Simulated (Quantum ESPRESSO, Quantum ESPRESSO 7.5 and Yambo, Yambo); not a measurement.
## SnSe2 (1T monolayer): one start, several treatments of the self-energy

Wanted: the gap of SnSe2 (1T monolayer) under several approximations, with cost.

Method: PBE and many-body steps on it, plane waves, in Quantum ESPRESSO 7.5 and Yambo 5.3.0.

### Step 1. Set-up

The cell holds 3 atoms: 1 Sn and 2 Se. Its edges and angles: a = 3.872 Å, b = 3.872 Å, c = 15.000 Å, α = 90.0°, β = 90.0°, γ = 120.0°. Vacuum lies along c.

The structure was relaxed with PBE. The runs that relaxed it are not among those shown.

### Step 2. Empty states on the mesh, 6×6×1 mesh, 293 bands

This step: Quantum ESPRESSO 7.5; DFT, PBE, plane waves, norm-conserving pseudopotentials.

The sums over transitions need many empty states on a uniform mesh; this step solves for them.

File pw.in:

```
&control
  calculation = 'nscf'
  prefix = 'x'
  outdir = 'o'
  pseudo_dir = 'pseudo'
/
&system
  ibrav = 0
  nat = 3
  ntyp = 2
  ecutwfc = 104.0
  nbnd = 293
  force_symmorphic = .true.
/
&electrons
  conv_thr = 1e-9
  electron_maxstep = 80
  diago_full_acc = .true.
  diago_thr_init = 5e-6
/
ATOMIC_SPECIES
  Sn 118.71 Sn.upf
  Se 78.971 Se.upf
CELL_PARAMETERS angstrom
  3.8716529879 0.0000000000 0.0000000000
  -1.9358264940 3.3529498421 0.0000000000
  0.0000000000 0.0000000000 15.0000000000
ATOMIC_POSITIONS crystal
  Sn 0.0000000000 0.0000000000 0.5000000000
  Se 0.3333333333 0.6666666667 0.6064274056
  Se 0.6666666667 0.3333333333 0.3935725944
K_POINTS automatic
  6 6 1 0 0 0
```

The run is started by

```sh
> OMP_NUM_THREADS=1 mpirun -n 8 pw.x -nk 4 -in pw.in > pw.out
```

The program printed:

```text
Program PWSCF v.7.5 starts

     This program is part of the open-source Quantum ESPRESSO suite
     for quantum simulation of materials; please cite
         "P. Giannozzi et al., J. Phys.:Condens. Matter 21 395502 (2009);
         "P. Giannozzi et al., J. Phys.:Condens. Matter 29 465901 (2017);
         "P. Giannozzi et al., J. Chem. Phys. 152 154105 (2020);
     in publications or presentations arising from this work. More details at

     Atomic positions and unit cell read from directory:
     o/x.save/

     Message from routine setup:
[...]
20.6411  20.8254  21.0720  21.2286  21.7079  21.8791  22.4358  22.5283
     [... 25 further rows ...]
    67.7466  67.9631  68.4032  68.4513  68.5768  68.8809  68.9421  69.1727
    69.1979  69.5639  69.6556  69.7006  69.8841

          k = 0.0000-0.5774 0.0000 ( 23536 PWs)   bands (ev):

     [... further k-points ...]

     highest occupied, lowest unoccupied level (ev):     0.1392    0.9303

     XML data file, pseudopotentials, collected wavefunctions

=------------------------------------------------------------------------------=
   JOB DONE.
=------------------------------------------------------------------------------=
```

Run time: 1.7 min. Hardware: 8 MPI ranks of Arm Neoverse V1, shared host; peak memory 2.8 GiB.

Numbers from this step:

```yaml
gap: 0.7911 eV
k_of_the_valence_top: 0, 0.1667, 0
k_of_the_conduction_bottom: 0, -0.5, 0
least_direct_gap: 1.097 eV
k_points_computed: 7
lowest_point_of_the_top_converged_band_above_the_valence_top: 67.5063 eV
```

On this mesh the gap is 0.791 eV.

The density comes from a self-consistent run that is not shown.

### Step 3. Conversion and set-up

This step: Yambo 5.3.0; conversion and set-up on PBE, plane waves, norm-conserving pseudopotentials.

The states are converted to the many-body program's format and the q mesh is built.

The run is started by

```sh
> (cd o/x.save; p2y > p2y.log; mv SAVE ../..); yambo > setup.log
```

The program printed:

```text
 Yambo, version 5.3.0

 [02] CORE Variables Setup
 =========================

  [02.01] Unit cells
  ==================

  Cell kind             :  HCP
  Atoms in the cell     :  Sn  Se
  number of Sn atoms    :  1
  number of Se atoms    :  2

  List of atomic masses
  Mass of Sn    :  118.7100
  Mass of Se    :  78.97100

  List of atomic coordinates    : [cc]
  Sn1       :   0.00000   0.00000  14.17295  order 1
  Se1       : -0.42881E-09   4.2241       17.190      order 2
  Se2       :   3.65818   2.11205  11.15617  order 3

[...]
BZ  Q-points                                      :   36

 K/Q-points units:
 rlu = crystal or reduced units; cc = cartesian coordinates; iku = interal k-units

 Q [1]          [rlu]:  0.000000  0.000000  0.000000
 Q [2]          [rlu]:  0.17396E-16  0.16667       0.0000
 Q [3]          [rlu]:  0.34792E-16  0.33333       0.0000
 Q [4]          [rlu]: -0.52188E-16 -0.50000       0.0000
 Q [5]          [rlu]:  0.166667  0.166667  0.000000
 Q [6]          [rlu]:  0.166667  0.333333  0.000000
 Q [7]          [rlu]:  0.333333  0.333333  0.000000

  [03.01] X indexes
  =================

   [03.01.01] Sigma indexes
   ========================

 [06] Game Over & Game summary
```

Run time: 4.5 s. Hardware: 1 MPI rank; peak memory 0.27 GiB.

### Step 4. G0W0, Godby-Needs plasmon pole

G0W0 replaces the xc potential by the self-energy, built once from these orbitals. Only a window of levels is corrected, while the sums run over the empty bands that the input names.

This step: G0W0 on PBE, plane waves, norm-conserving pseudopotentials.

File gw2.in:

```
HF_and_locXC
gw0
dyson
ppa
em1d
rim_cut
rim_w
RandQpts= 3000000
RandGvec= 100 RL
CUTGeo= "slab z"
RandGvecW= 9 RL
EXXRLvcs= 104 Ry
VXCRLvcs= 416 Ry
Chimod= "HARTREE"
% BndsRnXp
 1 | 155 |
%
NGsBlkXp= 8 Ry
% LongDrXp
 1 | 1 | 0 |
%
% GbndRnge
 1 | 155 |
%
DysSolver= "n"
ExtendOut
PPAPntXp= 27.21138 eV
% QPkrange
 2 | 2 | 34 | 37 |
 4 | 4 | 34 | 37 |
 1 | 1 | 34 | 37 |
%
```

The run is started by

```sh
> OMP_NUM_THREADS=1 mpirun -n 8 yambo -F gw2.in -J gw2 -C gw2 > gw2.log
```

The program printed:

```text
 Yambo, version 5.3.0

 [02] CORE Variables Setup
 =========================

  [... cell, symmetries and grids as in the set-up ...]

  [02.05] Energies & Occupations
  ==============================

  [X] === General ===
  [X] Electronic Temperature                        :  0.000000  0.000000 [eV K]
  [X] Bosonic    Temperature                        :  0.000000  0.000000 [eV K]
  [X] Finite Temperature mode                       : no
  [X] El. density                                   :  0.35949E+24 [cm-3]
  [X] Fermi Level                                   :  0.139163 [eV]

  [X] === Gaps and Widths ===
  [X] Conduction Band Min                           :  0.791107 [eV]
  [X] Valence Band Max                              :  0.000000 [eV]
  [X] Filled Bands                                  :   35
  [X] Empty Bands                                   :   36  293
  [X] Direct Gap                                    :  1.097116 [eV]
  [X] Direct Gap localized at k                     :   4
  [X] Indirect Gap                                  :  0.791107 [eV]
  [X] Indirect Gap between kpts                     :   2   4
  [X] Last valence band width                       :  0.770971 [eV]
  [X] 1st conduction band width                     :  1.364754 [eV]

 [03] Transferred momenta grid and indexing
 ==========================================

 IBZ Q-points                                      :   7
 BZ  Q-points                                      :   36

 K/Q-points units:
 rlu = crystal or reduced units; cc = cartesian coordinates; iku = interal k-units

 Q [1]          [rlu]:  0.000000  0.000000  0.000000
 Q [2]          [rlu]:  0.17396E-16  0.16667       0.0000
 Q [3]          [rlu]:  0.34792E-16  0.33333       0.0000
 Q [4]          [rlu]: -0.52188E-16 -0.50000       0.0000
 Q [5]          [rlu]:  0.166667  0.166667  0.000000
 Q [6]          [rlu]:  0.166667  0.333333  0.000000
 Q [7]          [rlu]:  0.333333  0.333333  0.000000

 [04] Coloumb potential Random Integration (RIM)
 ===============================================

 Performing RIM of v_slab

  [04.01] RIM initialization
  ==========================

  * Diagonal components only detected *

  8 x (sBL volume)        :  0.041948 [a.u.]
  sBZ random points       :  3000000
  Points outside the sBZ  :  24000829
  RL volume               :  0.188768 [a.u.]
  Integrated volume       :  0.188761 [a.u.]

  [04.02] RIM integrals
  =====================

  Gamma point sphere radius             :  0.038807 [a.u.]
  Points outside the sphere             :  2398884
  [Int_sBZ(q=0) 1/q^2]*(Vol_sBZ)^(-1/3) =:  7.486872
                                 should be <:  7.795600

  Summary of Coulomb integrals for non-metallic bands |Q|[au] RIM/Bare

  Q [1] 0.100000E-4 0.960397 * Q [2] 0.165273 0.997268
  Q [5] 0.286262 1.024371 * Q [3] 0.330547 1.023483
  Q [6] 0.437272 1.017607 * Q [4] 0.495820 1.014588
  Q [7] 0.572523 1.011286
  Non-periodic chartesian directions : none
  Optical renormalization            :  28.34589 [au]
  Polarizability dimension           : length

 [05] Coloumb potential CutOffslab
 =================================

 Cut directionsZ
 Slab Cutoff:Z
 Symmetry test passed : yes

 [06] Dipoles
 ============

  [06.01] Setup: observables and procedures
  =========================================

  [WARNING] [x,Vnl] slows the Dipoles computation. To neglect it rename the ns.kb_pp file

 [07] Dynamic Dielectric Matrix (PPA)
 ====================================

 [SLK-Inversion]  Pools        :  2
 [SLK-Inversion]  BLACS grid   :  2  2

 [WR./gw2//ndb.pp]---------------------------------------------------------------
  Brillouin Zone Q/K grids (IBZ/BZ)                :    7   36    7   36
  RL vectors                                       :  27469 [WF]
  Coulomb cutoff potential                         : slab z
  Electronic Temperature                           :  0.000000 [K]
  Bosonic    Temperature                           :  0.000000 [K]
[...]
Field direction                                  :  0.707107E-5  0.707107E-5   0.00000
  BZ energy Double Grid                            : no
  BZ energy DbGd points                            : 0
  BZ Q point size factor                           : -1.000000
  X Optical Averaged directions                    : none

 [08] Local Exchange-Correlation + Non-Local Fock
 ================================================

 [VXC] Plane waves :  188291
 [EXS] Plane waves :  23571

 QP @ state[ 1 ] K range:  1  2
 QP @ state[ 1 ] b range:   34   37
 QP @ state[ 2 ] K range:   4   4
 QP @ state[ 2 ] b range:   34   37

 [xc] Functional : Perdew, Burke & Ernzerhof(X)+Perdew, Burke & Ernzerhof(C)
 [xc] LIBXC used to calculate xc functional
  PP Number of Atomic Species                      :  2
  NLCC RL compoments                               :  188291
  PP Number of Atomic Species                      :  2
  NLCC RL compoments                               :  188291

 [xc] E_xc :  -68.29995 [Ha]
      E_xc :  -136.5999 [Ry]

  Local XC kind (lXC) : Perdew, Burke & Ernzerhof(X)+Perdew, Burke & Ernzerhof(C)
  Non-Local XC kind (nlXC) : Hartree-Fock

  Corrections @ K [1] :  [eV]
 <34|nlXC|34> = -16.39700  0.96562E-18 <34|lXC|34> = -14.46546 -0.18882E-15
 <35|nlXC|35> = -16.39696  0.21590E-17 <35|lXC|35> = -14.46546  0.37763E-15
 <36|nlXC|36> = -10.19821 -0.70612E-17 <36|lXC|36> = -13.19942  0.000000
 <37|nlXC|37> = -7.446102 -0.16157E-17 <37|lXC|37> = -11.35150 -0.18882E-15

  Corrections @ K [2] :  [eV]
 <34|nlXC|34> = -15.67038  0.55540E-17 <34|lXC|34> = -12.98747 -0.18882E-15
 <35|nlXC|35> = -16.41662  0.30730E-17 <35|lXC|35> = -14.45975 -0.15420E-15
[...]
Corrections @ K [4] :  [eV]
[...]
<35|nlXC|35> = -16.32630 -0.39975E-17 <35|lXC|35> = -14.16694  0.94408E-16
 <36|nlXC|36> = -9.766633  0.12058E-18 <36|lXC|36> = -12.75429  0.000000
 <37|nlXC|37> = -7.062819  0.16650E-17 <37|lXC|37> = -11.14487  0.17702E-16

 [09] Dyson equation: Newton solver
 ==================================

  [09.01] RIM-W interpolation
  ===========================

  [WARNING] RIM-W works only for 2D semiconductors with slab cutoff
  Found compatible q grid: 2D
  q_min[ 1 ]:  0.16667      0.15140E-11   0.0000     [rlu]
   0.166667  0.083333  0.000000 [iku]
  q_min[ 2 ]:  0.17396E-16  0.16667       0.0000     [rlu]
   0.17396E-16  0.16667       0.0000     [iku]
  G-vectors :   9
  G-vectors loaded:   63
  Number of interpolated frequencies:  2

  Evaluating coefficients q = 0
  Evaluating coefficients q = 0

  [09.02] RIM-W integrals
  =======================

  8 x (sBL volume)        :  0.041948 [a.u.]
  sBZ random points       :  3000000
  Points outside the sBZ  :  24000829
  RL volume               :  0.188768 [a.u.]
  Integrated volume       :  0.188761 [a.u.]

  [09.03] RIM integrals
  =====================

  Comparison between head Wc = W - v averages: < Wc > [au] RIM-W/RIM

   < -Wc [Q = 1] > 0.333869E-1 0.416993E-4 * < -Wc [Q = 2] > 0.005523 0.005357
   < -Wc [Q = 3] > 0.001069 0.001050 * < -Wc [Q = 4] > 0.370316E-3 0.366254E-3
   < -Wc [Q = 5] > 0.001544 0.001514 * < -Wc [Q = 6] > 0.526267E-3 0.521200E-3
   < -Wc [Q = 7] > 0.255970E-3 0.254688E-3

  Comparison between head Wc = W - v averages: < Wc > [au] RIM-W/RIM

   < -Wc [G = 1,G`=0] > 0.333869E-1 0.416993E-4 * < -Wc [G = 2,G`=0] >-0.001767 0.000000
   < -Wc [G = 3,G`=0] >-0.001767 0.000000 * < -Wc [G = 4,G`=0] >-0.263670E-4  0.00000
   < -Wc [G = 5,G`=0] >-0.263852E-4  0.00000 * < -Wc [G = 6,G`=0] > 0.149774E-3  0.00000
   < -Wc [G = 7,G`=0] > 0.149796E-3  0.00000 * < -Wc [G = 8,G`=0] >-0.222657E-4  0.00000
   < -Wc [G = 9,G`=0] >-0.222673E-4  0.00000

 [10] G0W0 (W PPA)
 =================

 [  GW  ] Bands range     :    1  155
 [GW/PPA] G damping       :  0.100000 [eV]

 QP @ state[ 1 ] K range:  1  2
 QP @ state[ 1 ] b range:   34   37
 QP @ state[ 2 ] K range:   4   4
 QP @ state[ 2 ] b range:   34   37

  Sc/G bands                                       :    1  155
  Sc/G damping                                     :  0.100000 ev
  Sc bands terminator                              : no
  Sx RL components                                 :  23571

  QP @ state[ 1 ] K range                          :  1  2
  QP @ state[ 1 ] b range                          :   34   37
  QP @ state[ 2 ] K range                          :   4   4
  QP @ state[ 2 ] b range                          :   34   37
  GF energies kind                                 : Perdew, Burke & Ernzerhof(X)+Perdew, Burke & Ernzerhof(C)
  GF WF`s kind                                     : Perdew, Burke & Ernzerhof(X)+Perdew, Burke & Ernzerhof(C)
  Xs energies kind                                 : Perdew, Burke & Ernzerhof(X)+Perdew, Burke & Ernzerhof(C)
  Xs WF`s kind                                     : Perdew, Burke & Ernzerhof(X)+Perdew, Burke & Ernzerhof(C)

 [14] Game Over & Game summary
```

It took 6.6 min on 8 MPI ranks; peak memory 11 GiB; 53 min of CPU time.

This step gave:

```
G0W0 gap on the points computed              : 1.859 eV
starting gap on the mesh                     : 0.7911 eV
k of the valence top                         : 0, 0.1667, 0
k of the conduction bottom                   : 0, -0.5, 0
least direct G0W0 gap on the computed points : 2.225 eV
Z at the valence top                         : 0.7470
Z at the conduction bottom                   : 0.7633
```

The gap on the mesh goes from 0.79 eV to 1.86 eV, a correction of +1.07 eV.

(Part 1 of 2 ends here.)

[Paths, hosts, dates, memory and timing lines, banners, echoed tables and standing remarks are left out of the program output.]

[Logs are printed without paths, hosts, clocks, repeated set-up lines and the standing remarks that a program may print on its own settings, such as how far it seeks lower states.]

[Runs of the session that timed out or met a known fault of the program may be left out.]

[Hosts, paths, dates, database ids (printed as entryN), source tags and the programs' standing remarks are cut or masked in the printed files.]
